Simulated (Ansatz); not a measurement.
# C on Pd(111): change of the work function, part 2 of 2

Wanted: Δφ(θ) for C/Pd(111), starting from the fcc site.

Ansatz 0.2.0; plane-wave DFT, PBE, Ansatz PAW.

So far, work function, upper face (eV): step 2 (the clean slab) 5.27; step 3 (37 atoms, coverage 0.111 ML, cell 3x3) 5.38; step 4 (17 atoms, coverage 0.25 ML, cell 2x2) 5.53.

### Step 5. Adsorbate added, k-mesh 6×6×1, coverage 0.5 ML (continued)

Relaxation path:

| step | energy less that of the first step (eV) | largest force component (eV/Å) |
| --- | --- | --- |
| 1 | 0.0000 | 3.4649 |
| 2 | -1.6213 | 2.1223 |
| 3 | -1.9148 | 1.9507 |
| 4 | -2.1102 | 0.2395 |
| 5 | -2.1154 | 0.0280 |
| 6 | -2.1156 | 0.0015 |

The run keeps the 4 symmetry operations that the program found, so distortions that break them were not tested.

The atoms that moved most (Å):

| atom | dx | dy | dz | length |
| --- | --- | --- | --- | --- |
| C18 | 0.000 | 0.054 | -0.334 | 0.338 |
| C17 | 0.000 | 0.054 | -0.334 | 0.338 |
| Pd4 | 0.000 | -0.125 | 0.201 | 0.237 |
| Pd12 | 0.000 | -0.125 | 0.201 | 0.237 |
| Pd16 | 0.000 | -0.104 | 0.035 | 0.109 |
| Pd8 | 0.000 | -0.104 | 0.035 | 0.109 |
| Pd15 | 0.000 | -0.020 | 0.066 | 0.069 |
| Pd7 | 0.000 | -0.020 | 0.066 | 0.069 |

The relaxed structure:

```xyz
18
Lattice="5.5013 0.0000 0.0000 2.7506 4.7643 0.0000 0.0000 0.0000 26.3870" Properties=species:S:1:pos:R:3
Pd    0.0000    0.0000    9.0000
Pd    1.3753    0.7940   11.2459
Pd    2.7506    1.5618   13.5206
Pd    0.0000   -0.1250   16.0448
Pd    1.3753    2.3821    9.0000
Pd    2.7506    3.1762   11.2459
Pd    4.1260    3.9501   13.6054
Pd    1.3753    2.2783   15.8783
Pd    2.7506    0.0000    9.0000
Pd    4.1260    0.7940   11.2459
Pd    5.5013    1.5618   13.5206
Pd    2.7506   -0.1250   16.0448
Pd    4.1260    2.3821    9.0000
Pd    5.5013    3.1762   11.2459
Pd    6.8766    3.9501   13.6054
Pd    4.1260    2.2783   15.8783
C     1.3753    0.8478   17.0529
C     4.1260    0.8478   17.0529
```

The density of states has structure finer than the step of the table below, so its rows give means over 0.5 eV. Peaks (eV: height): -3.67: 54.6, -2.86: 46.7, -2.47: 53.4, -2.26: 55.6, -2.02: 50.4, -1.23: 59.1, -0.33: 47.6.

Table of density of states by energy, zero at the Fermi level; means over each step:

| energy (eV) | density of states (states/eV a cell) |
| --- | --- |
| -7.0 | 0 |
| -6.5 | 4.16 |
| -6.0 | 5.84 |
| -5.5 | 8.56 |
| -5.0 | 16.4 |
| -4.5 | 31.1 |
| -4.0 | 28.1 |
| -3.5 | 28.2 |
| -3.0 | 30.3 |
| -2.5 | 36.3 |
| -2.0 | 35.5 |
| -1.5 | 28.8 |
| -1.0 | 29.6 |
| -0.5 | 31.9 |
| 0.0 | 25.5 |
| 0.5 | 6.67 |
| 1.0 | 7.49 |
| 1.5 | 5.80 |

The relaxation took 6 steps and lowered the energy by 2.1 eV; the largest force on the free atoms ends at 0.0015 eV/Å.

The covered face has 5.76 eV, +0.49 eV against the clean one; the bare back face has moved by -0.00 eV, a measure of how thin the slab is.

### Step 6. The covered slab, k-mesh 12×12×1, coverage 1 ML

System of this step: Pd4C (C/Pd(111)). The cell holds 5 atoms: 4 Pd and 1 C. Cell: a = 2.751 Å, b = 2.751 Å, c = 26.387 Å, α = 90.0°, β = 90.0°, γ = 60.0°. Vacuum lies along c.

Input file input.yaml:

```yaml
crystal:
  lattice:
    - [2.7506453788, 0.0, 0.0]
    - [1.3753226894, 2.3821287749, 0.0]
    - [0.0, 0.0, 26.386991194]
  atoms:
    - { symbol: Pd, position: [0.0, 0.0, 0.3410771593] }
    - { symbol: Pd, position: [0.3333333333, 0.3333333333, 0.4261907872] }
    - { symbol: Pd, position: [0.6666666667, 0.6666666667, 0.5131272712] }
    - { symbol: Pd, position: [0.0, 0.0, 0.6004330023] }
    - { symbol: C, position: [0.3333333333, 0.3333333333, 0.6589228407] }
kpoints:
  mp_grid: { grid: [12, 12, 1] }
hamiltonian:
  xc: pbe
scf:
  occupations: { method: fermi_dirac, width: 0.1 }
  convergence: { dr2_threshold: 1.0e-08 }
efield:
  axis: 3
  dipole_correction: true
  ramp_position: 0.97
  ramp_width: 0.06
relax:
  f_tol: 0.02
  max_steps: 60
  constraints: [{ sites: [0, 1] }]
output:
  write_potential: true
  write_density: true
  volumetric_format: npy
```

Command:

```
$ ansatz run input.yaml --threads 4 --pin off --max-ram 16384MiB --backend cpu --events-out ev --progress --plain --runs-dir out
```

Wall time 22 s (4 threads of Arm Neoverse V1, shared host); peak memory 0.51 GiB.

Step by step:

| step | energy less that of the first step (eV) | largest force component (eV/Å) |
| --- | --- | --- |
| 1 | 0.0000 | 2.3087 |
| 2 | -0.2663 | 1.4661 |
| 3 | -0.4583 | 0.5139 |
| 4 | -0.4701 | 0.2433 |
| 5 | -0.4723 | 0.0033 |

Forces are held to the 6 operations that the program found; a distortion that breaks them can't arise in this run.

The atoms that moved most (Å):

| atom | dx | dy | dz | length |
| --- | --- | --- | --- | --- |
| C5 | 0.000 | 0.000 | -0.239 | 0.239 |
| Pd4 | 0.000 | 0.000 | 0.144 | 0.144 |
| Pd3 | 0.000 | 0.000 | 0.026 | 0.026 |

The relaxed structure:

```xyz
5
Lattice="2.7506 0.0000 0.0000 1.3753 2.3821 0.0000 0.0000 0.0000 26.3870" Properties=species:S:1:pos:R:3
Pd    0.0000    0.0000    9.0000
Pd    1.3753    0.7940   11.2459
Pd    2.7506    1.5881   13.5655
Pd    0.0000    0.0000   15.9878
C     1.3753    0.7940   17.1482
```

Running mean over 2.246 Å of the planar mean; the ramp of the sawtooth is left out. The electron's electrostatic potential energy less the Fermi level by z:

z (Å), electron's electrostatic potential energy less the Fermi level (eV) and a bar from the least value:
```
        4        5.2 #############################
        5        5.2 #############################
        6        5.2 ############################
        7        4.4 ###########################
        8       -3.1 ###############
        9       -8.3 #######
       10       -8.5 ######
       11       -8.5 ######
       12       -8.0 #######
       13       -8.2 #######
       14       -8.3 #######
       15       -8.0 #######
       16      -12.3 
       17       -9.4 #####
       18        0.3 ####################
       19        5.7 #############################
       20        6.1 ##############################
       21        6.1 ##############################
       22        6.1 ##############################
       23        6.1 ##############################
```

The relaxation took 5 steps and lowered the energy by 0.47 eV; the largest force on the free atoms ends at 0.0033 eV/Å.

The covered face has 6.14 eV, +0.87 eV against the clean one; the bare back face has moved by -0.02 eV, a measure of how thin the slab is.

### Step 7. Work function against coverage

This step: plane-wave DFT, PBE, Ansatz PAW; work function against coverage (Ansatz 0.2.0).

The runs are now put side by side.

This step gave:

```
work function of the clean face     : 5.268 eV
largest change of the work function : 0.8676 eV
```

Work function of the covered face against coverage:

| coverage (adsorbates/nm²) | work function of the covered face (eV) |
| --- | --- |
| 0.00 | 5.27 |
| 1.70 | 5.38 |
| 3.82 | 5.53 |
| 7.63 | 5.76 |
| 15.26 | 6.14 |

The dipole per adsorbate comes from the change of the cell's dipole. Coverage, by row:

| coverage (1/nm²) | coverage (ML) | work function (eV) | change (eV) | dipole per adsorbate, positive end outwards (debye) | mean height of the added atoms over the highest substrate atom (Å) |
| --- | --- | --- | --- | --- | --- |
| 1.696 | 0.1111 | 5.379 | 0.1112 | -0.171 | 0.853 |
| 3.815 | 0.25 | 5.531 | 0.2626 | -0.185 | 0.9603 |
| 7.631 | 0.5 | 5.759 | 0.4908 | -0.171 | 1.008 |
| 15.26 | 1 | 6.136 | 0.8676 | -0.154 | 1.16 |

### Step 8. What came out

```json
{"work function of the clean face": "5.27 eV", "work function at 0.11 ML": "5.38 eV", "work function at 0.25 ML": "5.53 eV", "work function at 0.5 ML": "5.76 eV", "work function at 1 ML": "6.14 eV", "dipole per adsorbate at 0.11 ML, positive end outwards": "-0.17 D"}
```

In words: At the lowest coverage C changes the work function of Pd(111) by under 0.15 eV, within the error of so thin a slab; the largest change, +0.87 eV, comes at higher coverage. The slab has 4 layers, at the tabulated experimental lattice constant, one starting site was run, and quantum-size effects of a slab this thin can reach one or two tenths of an eV.

[Long decimals in the printed logs are rounded to 6 places.]

[Logs are printed without paths, hosts, clocks, repeated set-up lines and the standing remarks that a program may print on its own settings, such as how far it seeks lower states.]

[Hosts, paths, dates, database ids (printed as entryN), source tags and the programs' standing remarks are cut or masked in the printed files.]

[Maps of the electrostatic potential energy from Ansatz leave out the sawtooth potential of an applied field or a dipole correction, so their vacuum need not be flat; planar profiles and work functions include it.]

[The density of states shown here was stored with 400 of the rows of the run's finer table, so its peaks can read low, often by over a quarter, or be missed, and its means over a window can be off by a tenth or more.]
